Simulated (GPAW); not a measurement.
# A Li chain with a Pd atom on top of one atom: transmission at several levels

Wanted: the zero-bias transmission of a Li chain with a Pd atom on top of one atom on a ladder of levels, with run times.

Program: GPAW 26.7.0. Level of theory: GPAW LCAO, PAW setups; Landauer transmission from Green's functions with principal layers (ASE), zero bias. Results are calculated unless marked as measured.

## 1. The structure

The cell holds 12 atoms: 11 Li and 1 Pd. Its edges and angles: a = 9.000 Å, b = 9.000 Å, c = 32.450 Å, α = 90.0°, β = 90.0°, γ = 90.0°. Regions: left lead, 5 atoms (5 Li); channel, 2 atoms (1 Li and 1 Pd); right lead, 5 atoms (5 Li). Vacuum lies along a and b. The structure is stacked along c, and the current runs across the ab planes.

## 2. GPAW, dzp

Localised orbitals split the wire into layers that couple to their neighbours alone, which is what the Green's function method needs; double zeta with polarisation is the usual level for numbers.

Input file run.py:

```python
import json
import numpy as np
from ase import Atoms
from ase.transport.calculators import TransportCalculator
from gpaw import GPAW, FermiDirac
from gpaw.lcao.tools import get_lcao_hamiltonian
from scipy.linalg import eigh

# The junction with lead layers at both ends, along the third cell vector
device = Atoms(
    ['Li', 'Li', 'Li', 'Li', 'Li', 'Li', 'Pd', 'Li', 'Li', 'Li', 'Li', 'Li'],
    positions=[
        [4.50000, 4.50000, 1.47500],
        [4.50000, 4.50000, 4.42500],
        [4.50000, 4.50000, 7.37500],
        [4.50000, 4.50000, 10.32500],
        [4.50000, 4.50000, 13.27500],
        [4.50000, 4.50000, 16.22500],
        [7.01520, 4.50000, 16.22500],
        [4.50000, 4.50000, 19.17500],
        [4.50000, 4.50000, 22.12500],
        [4.50000, 4.50000, 25.07500],
        [4.50000, 4.50000, 28.02500],
        [4.50000, 4.50000, 30.97500]],
    cell=[[9.0, 0.0, 0.0], [0.0, 9.0, 0.0], [0.0, 0.0, 32.45]],
    pbc=True)

# One principal layer of the lead: the first 3 atoms of the device
lead = Atoms(
    ['Li', 'Li', 'Li'],
    positions=[
        [4.50000, 4.50000, 1.47500],
        [4.50000, 4.50000, 4.42500],
        [4.50000, 4.50000, 7.37500]],
    cell=[[9.0, 0.0, 0.0], [0.0, 9.0, 0.0], [0.0, 0.0, 8.85]],
    pbc=True)

settings = dict(mode='lcao', basis='dzp', xc='PBE', h=0.2,
                occupations=FermiDirac(0.1), maxiter=250,
                mixer=dict(beta=0.1, nmaxold=8, weight=100.0),
                convergence=dict(density=0.0001))
energies = np.arange(-3, 3 + 1e-9, 0.075)
eta = 0.0001
n1, n2 = 1, 1
# k and -k transmit alike, so half of the mesh across the current serves
mesh = [(i, j) for i in range(n1) for j in range(n2) if (i, j) <= (-i % n1, -j % n2)]
weights = np.array([1 if (i, j) == (-i % n1, -j % n2) else 2 for i, j in mesh]) / (n1 * n2)

# [... helper functions left out ...]
fermi_lead = ground_state(lead, (1, 1, 13), 'lead.txt')
fermi_device = ground_state(device, (1, 1, 3), 'device.txt')
# [... loop over the mesh left out, but for ...]
        # Shift the lead onto the potential of the device's first layer
        shift = ((H[:, 0, 0] - H0[:, 0, 0]) / S0[0, 0]).real.mean()
# [...]
kT = 8.617333e-5 * 300
bias = [0.1, 0.2, 0.5, 1.0, 1.5, 2.0]
# [... integrals and printing left out ...]
```

Run with:

```
$ OMP_NUM_THREADS=1 OPENBLAS_NUM_THREADS=1 python run.py
```

What it wrote:

```text
basis functions: device 82, principal layer 15
Fermi level: lead -2.7382 eV, device -2.6996 eV; lead shifted by 0.0001 eV
largest coupling past the next layer 1.28e-08 eV, largest misfit of the first layer 0.016 eV
  E-E_F (eV)   T (one spin)  [channel counts left out]
    -3.000    1.3262e-15
    -2.925    1.3109e-15
    -2.850    1.2947e-15
    -2.775    1.2778e-15
    -2.700    1.2600e-15
    -2.625    1.2413e-15
    -2.550    1.2218e-15
    -2.475    1.2013e-15
    -2.400    1.1799e-15
    -2.325    1.1575e-15
    -2.250    1.1342e-15
    -2.175    1.1098e-15
    -2.100    1.0845e-15
    -2.025    1.0581e-15
    -1.950    1.0308e-15
    -1.875    1.0024e-15
[...]
2.475    8.4061e-10
     2.550    2.3244e-10
     2.625    8.0896e-11
     2.700    3.1989e-11
     2.775    1.3255e-11
     2.850    5.2103e-12
     2.925    1.5175e-12
     3.000    3.7020e-14
conductance at 300 K: 0.73186 G0 a cell; thermopower 0.6748 uV/K
current from the zero-bias T(E) at 0.1 V: 5.6694 uA
current from the zero-bias T(E) at 0.2 V: 11.334 uA
current from the zero-bias T(E) at 0.5 V: 28.277 uA
current from the zero-bias T(E) at 1.0 V: 50.858 uA
current from the zero-bias T(E) at 1.5 V: 73.214 uA
current from the zero-bias T(E) at 2.0 V: 78.599 uA
```

Elapsed: 61 s, on 1 thread of Arm Neoverse N1, shared host; peak memory 0.99 GiB.

Numbers from this step:

```yaml
conductance: 0.7319 G₀
largest_coupling_past_the_next_principal_layer: 1.28e-8 eV
largest_misfit_of_the_first_principal_layer: 0.01559 eV
shift_that_aligns_the_lead: 1.06e-4 eV
basis_functions_of_the_junction: 82
basis_functions_of_a_principal_layer: 15
transmission_at_the_fermi_level_one_spin: 0.7324
```

One spin. The transmission, zone mean by energy, zero at the Fermi level:

energy (eV), transmission, zone mean and a bar:
```
  -3.0000      0.000 
  -2.7750      0.000 
  -2.4750      0.000 
  -2.2500      0.000 
  -2.0250      0.000 
  -1.7250      0.000 
  -1.5000      0.000 
  -1.2750      0.000 
  -0.9750      0.000 
  -0.7500      0.072 ##
  -0.6750      0.989 ##############################
  -0.5250      0.555 #################
  -0.3000      0.818 #########################
  -0.2250      0.752 #######################
   0.0000      0.732 ######################
   0.2250      0.708 #####################
   0.5250      0.649 ####################
   0.7500      0.518 ################
   0.9750      0.005 
   1.2750      0.950 #############################
   1.5000      0.985 ##############################
   1.7250      0.973 #############################
   2.0250      0.852 ##########################
   2.2500      0.377 ###########
   2.4750      0.000 
   2.7750      0.000 
   3.0000      0.000
```

Not self-consistent under bias; the bias window is split evenly. Current through one cell, from the zero-bias transmission against bias:

```
bias (V)  current through one cell, from the zero-bias transmission (μA)
   0.100                                                            5.67
   0.200                                                            11.3
   0.500                                                            28.3
   1.000                                                            50.9
   1.500                                                            73.2
   2.000                                                            78.6
```

Table of transmission of the three most open eigenchannels by energy, zero at the Fermi level:

```
energy (eV)  channel 1  channel 2 = channel 3
      -3.00          0                      0
      -2.85          0                      0
      -2.70          0                      0
      -2.55          0                      0
      -2.33          0                      0
      -2.17          0                      0
      -2.02          0                      0
      -1.88          0                      0
      -1.73          0                      0
      -1.57          0                      0
      -1.35          0                      0
      -1.20          0                      0
      -1.05          0                      0
      -0.90          0                      0
      -0.75     0.0717                      0
      -0.60      0.646                      0
      -0.38      0.163                      0
      -0.23      0.752                      0
      -0.07      0.736                      0
       0.00      0.732                      0
       0.07      0.727                      0
       0.23      0.708                      0
       0.38      0.683                      0
       0.60      0.619                      0
       0.75      0.518                      0
       0.90      0.213                      0
       1.05      0.251                      0
       1.20      0.884                      0
       1.35      0.974                      0
       1.57      0.984                      0
       1.73      0.973                      0
       1.88      0.938                      0
       2.02      0.852                      0
       2.17      0.625                      0
       2.33     4.9e-7                      0
       2.55    2.3e-10                      0
       2.70    3.2e-11                      0
       2.85    5.2e-12                      0
       3.00          0                      0
```

Couplings past the next layer reach 1.3e-8 eV, small enough to drop; the matrix elements of the cell's first layer differ from the bulk lead's by up to 0.016 eV. That layer keeps its own values in the calculation, and only beyond it is the lead taken as perfect. The Fermi levels of lead and junction count from different zeros of potential, one for each periodic cell; with both set to zero, the small remaining shift is what aligns them. By hand: G = 0.7319 × 77.48 μS = 56.7 μS, a resistance of 17.6 kΩ; at 0.1 V a linear junction would pass 5.67 μA, and the integral over the bias window gives 5.67 μA.

## 3. GPAW, szp: basis = "szp(dzp)"

One radial function a shell plus polarisation makes the matrices smaller; the question is what that costs.

Edit run.py of step 2 so:

```diff
@@ -37,3 +37,3 @@
 
-settings = dict(mode='lcao', basis='dzp', xc='PBE', h=0.2,
+settings = dict(mode='lcao', basis='szp(dzp)', xc='PBE', h=0.2,
                 occupations=FermiDirac(0.1), maxiter=250,
```

What it wrote:

```text
basis functions: device 59, principal layer 12
Fermi level: lead -2.8434 eV, device -2.8000 eV; lead shifted by -0.0002 eV
largest coupling past the next layer 1.26e-08 eV, largest misfit of the first layer 0.015 eV
  E-E_F (eV)   T (one spin)  [channel counts left out]
    -3.000    4.9480e-20
    -2.925    4.7134e-20
    -2.850    4.4765e-20
    -2.775    4.2377e-20
    -2.700    3.9977e-20
    -2.625    3.7575e-20
    -2.550    3.5176e-20
    -2.475    3.2790e-20
    -2.400    3.0427e-20
    -2.325    2.8094e-20
    -2.250    2.5804e-20
    -2.175    2.3565e-20
    -2.100    2.1389e-20
    -2.025    1.9286e-20
    -1.950    1.7267e-20
    -1.875    1.5343e-20
[...]
2.475    7.1791e-10
     2.550    2.2014e-10
     2.625    8.6486e-11
     2.700    3.9977e-11
     2.775    2.2398e-11
     2.850    9.1640e-12
     2.925    5.2644e-12
     3.000    2.7208e-12
conductance at 300 K: 0.73598 G0 a cell; thermopower 0.3474 uV/K
current from the zero-bias T(E) at 0.1 V: 5.702 uA
current from the zero-bias T(E) at 0.2 V: 11.402 uA
current from the zero-bias T(E) at 0.5 V: 28.54 uA
current from the zero-bias T(E) at 1.0 V: 53.842 uA
current from the zero-bias T(E) at 1.5 V: 76.017 uA
current from the zero-bias T(E) at 2.0 V: 86.748 uA
```

Wall time 57 s (1 thread); peak memory 0.98 GiB.

This step gave:

| Item | Value |
| --- | --- |
| conductance | 0.7360 G₀ |
| largest coupling past the next principal layer | 1.26e-8 eV |
| largest misfit of the first principal layer | 0.01540 eV |
| shift that aligns the lead | -1.57e-4 eV |
| basis functions of the junction | 59 |
| basis functions of a principal layer | 12 |
| transmission at the Fermi level (one spin) | 0.7362 |

One spin. The transmission, zone mean by energy, zero at the Fermi level:

```
energy (eV)  transmission, zone mean
      -3.00                        0
      -2.85                        0
      -2.70                        0
      -2.55                        0
      -2.33                        0
      -2.17                        0
      -2.02                        0
      -1.88                        0
      -1.73                        0
      -1.57                        0
      -1.35                        0
      -1.20                        0
      -1.05                        0
      -0.90                        0
      -0.75                   0.0607
      -0.68                    0.777
      -0.60                    0.521
      -0.38                    0.558
      -0.30                    0.801
      -0.23                    0.751
      -0.07                    0.738
       0.00                    0.736
       0.07                    0.733
       0.23                    0.724
       0.38                    0.715
       0.60                    0.697
       0.75                    0.665
       0.90                    0.553
       1.05                    0.161
       1.20                    0.440
       1.35                    0.903
       1.57                    0.977
       1.65                    0.979
       1.73                    0.978
       1.88                    0.968
       2.02                    0.934
       2.17                    0.809
       2.33                   7.0e-8
       2.55                  2.2e-10
       2.70                  4.0e-11
       2.85                  9.2e-12
       3.00                  2.7e-12
```

Not self-consistent under bias; the bias window is split evenly. The current through one cell, from the zero-bias transmission by bias:

```
bias (V)  current through one cell, from the zero-bias transmission (μA)
   0.100                                                            5.70
   0.200                                                            11.4
   0.500                                                            28.5
   1.000                                                            53.8
   1.500                                                            76.0
   2.000                                                            86.7
```

The transmission of the three most open eigenchannels by energy, zero at the Fermi level:

```
energy (eV)  channel 1  channel 2 = channel 3
      -3.00          0                      0
      -2.85          0                      0
      -2.70          0                      0
      -2.55          0                      0
      -2.33          0                      0
      -2.17          0                      0
      -2.02          0                      0
      -1.88          0                      0
      -1.73          0                      0
      -1.57          0                      0
      -1.35          0                      0
      -1.20          0                      0
      -1.05          0                      0
      -0.90          0                      0
      -0.75     0.0607                      0
      -0.60      0.521                      0
      -0.38      0.558                      0
      -0.23      0.751                      0
      -0.07      0.738                      0
       0.00      0.736                      0
       0.07      0.733                      0
       0.23      0.724                      0
       0.38      0.715                      0
       0.60      0.697                      0
       0.75      0.665                      0
       0.90      0.553                      0
       1.05      0.161                      0
       1.20      0.440                      0
       1.35      0.903                      0
       1.57      0.977                      0
       1.73      0.978                      0
       1.88      0.968                      0
       2.02      0.934                      0
       2.17      0.809                      0
       2.33     7.0e-8                      0
       2.55    2.2e-10                      0
       2.70    4.0e-11                      0
       2.85    9.2e-12                      0
       3.00    2.7e-12                      0
```

The conductance, 0.736 G₀, lies 0.6 % above that of the dzp run.

## 4. GPAW, sz: basis = "sz(dzp)"

One function for each valence shell of the setup, as for a first survey of a large system.

Edit run.py of step 3 so:

```diff
@@ -37,3 +37,3 @@
 
-settings = dict(mode='lcao', basis='szp(dzp)', xc='PBE', h=0.2,
+settings = dict(mode='lcao', basis='sz(dzp)', xc='PBE', h=0.2,
                 occupations=FermiDirac(0.1), maxiter=250,
```

What it wrote:

```text
basis functions: device 23, principal layer 3
Fermi level: lead -2.6879 eV, device -2.6336 eV; lead shifted by 0.0008 eV
largest coupling past the next layer 1.25e-08 eV, largest misfit of the first layer 0.004 eV
  E-E_F (eV)   T (one spin)  [channel counts left out]
    -3.000    6.6707e-20
    -2.925    6.0709e-20
    -2.850    5.5051e-20
[...]
2.925    7.1083e-01
     3.000    7.2774e-01
conductance at 300 K: 0.81352 G0 a cell; thermopower -0.7231 uV/K
current from the zero-bias T(E) at 0.1 V: 6.3008 uA
current from the zero-bias T(E) at 0.2 V: 12.588 uA
current from the zero-bias T(E) at 0.5 V: 31.403 uA
current from the zero-bias T(E) at 1.0 V: 59.43 uA
current from the zero-bias T(E) at 1.5 V: 88.834 uA
current from the zero-bias T(E) at 2.0 V: 111.3 uA
```

It took 47 s on 1 thread; peak memory 0.92 GiB.

Numbers from this step:

| Quantity | Value |
| --- | --- |
| conductance | 0.8135 G₀ |
| largest coupling past the next principal layer | 1.25e-8 eV |
| largest misfit of the first principal layer | 0.003683 eV |
| shift that aligns the lead | 7.53e-4 eV |
| basis functions of the junction | 23 |
| basis functions of a principal layer | 3 |
| transmission at the Fermi level (one spin) | 0.8147 |

One spin. Table of transmission, zone mean by energy, zero at the Fermi level:

energy (eV), transmission, zone mean and a bar:
```
    -3.00      0.000 
    -2.77      0.000 
    -2.55      0.000 
    -2.40      0.000 
    -2.17      0.000 
    -1.95      0.000 
    -1.73      0.000 
    -1.57      0.000 
    -1.35      0.000 
    -1.12      0.000 
    -0.90      0.741 ######################
    -0.75      0.993 ##############################
    -0.53      0.458 ##############
    -0.30      0.931 ############################
    -0.07      0.807 ########################
     0.00      0.815 #########################
     0.07      0.819 #########################
     0.30      0.813 #########################
     0.53      0.782 ########################
     0.75      0.680 #####################
     0.90      0.482 ###############
     1.12      0.014 
     1.35      0.691 #####################
     1.57      0.892 ###########################
     1.73      0.930 ############################
     1.95      0.952 #############################
     2.17      0.959 #############################
     2.40      0.959 #############################
     2.55      0.957 #############################
     2.77      0.961 #############################
     2.85      0.978 ##############################
     3.00      0.728 ######################
```

The conductance, 0.814 G₀, lies 11 % above that of the dzp run.

## 5. LDA in the dzp basis: xc = "LDA"

Back in the dzp basis, the functional changes from PBE to LDA, to set the spread between functionals beside that between bases.

Edit run.py of step 4 so:

```diff
@@ -37,3 +37,3 @@
 
-settings = dict(mode='lcao', basis='sz(dzp)', xc='PBE', h=0.2,
+settings = dict(mode='lcao', basis='dzp', xc='LDA', h=0.2,
                 occupations=FermiDirac(0.1), maxiter=250,
```

What it wrote:

```text
basis functions: device 82, principal layer 15
Fermi level: lead -2.7569 eV, device -2.7419 eV; lead shifted by 0.0001 eV
largest coupling past the next layer 5.76e-09 eV, largest misfit of the first layer 0.015 eV
  E-E_F (eV)   T (one spin)  [channel counts left out]
    -3.000    1.2941e-15
    -2.925    1.2788e-15
    -2.850    1.2627e-15
[...]
2.925    3.0966e-13
     3.000    3.2091e-14
conductance at 300 K: 0.68505 G0 a cell; thermopower 0.5552 uV/K
current from the zero-bias T(E) at 0.1 V: 5.3055 uA
current from the zero-bias T(E) at 0.2 V: 10.599 uA
current from the zero-bias T(E) at 0.5 V: 26.342 uA
current from the zero-bias T(E) at 1.0 V: 47.731 uA
current from the zero-bias T(E) at 1.5 V: 66.448 uA
current from the zero-bias T(E) at 2.0 V: 69.91 uA
```

Wall time 54 s (1 thread); peak memory 1 GiB.

Numbers from this step:

| Item | Value |
| --- | --- |
| conductance | 0.6850 G₀ |
| largest coupling past the next principal layer | 5.76e-9 eV |
| largest misfit of the first principal layer | 0.01517 eV |
| shift that aligns the lead | 8.82e-5 eV |
| basis functions of the junction | 82 |
| basis functions of a principal layer | 15 |
| transmission at the Fermi level (one spin) | 0.6862 |

One spin. Table of transmission, zone mean by energy, zero at the Fermi level:

```
energy (eV)  transmission, zone mean
      -3.00                        0
      -2.77                        0
      -2.55                        0
      -2.40                        0
      -2.17                        0
      -1.95                        0
      -1.73                        0
      -1.57                        0
      -1.35                        0
      -1.12                        0
      -0.90                        0
      -0.75                  0.00874
      -0.68                    0.984
      -0.53                    0.488
      -0.30                    0.753
      -0.07                    0.688
       0.00                    0.686
       0.07                    0.680
       0.30                    0.640
       0.53                    0.568
       0.75                    0.363
       0.90                   0.0161
       1.12                    0.843
       1.35                    0.983
       1.50                    0.988
       1.57                    0.986
       1.73                    0.970
       1.95                    0.874
       2.17                    0.358
       2.40                  6.1e-10
       2.55                  5.9e-11
       2.77                  4.2e-12
       3.00                        0
```

The conductance, 0.685 G₀, lies 6.4 % below that of the dzp run.

[end of part 1 of 2]

[Logs are printed without paths, hosts, clocks, repeated set-up lines and the standing remarks that a program may print on its own settings, such as how far it seeks lower states.]

[Hosts, paths, dates, database ids (printed as entryN), source tags and the programs' standing remarks are cut or masked in the printed files.]
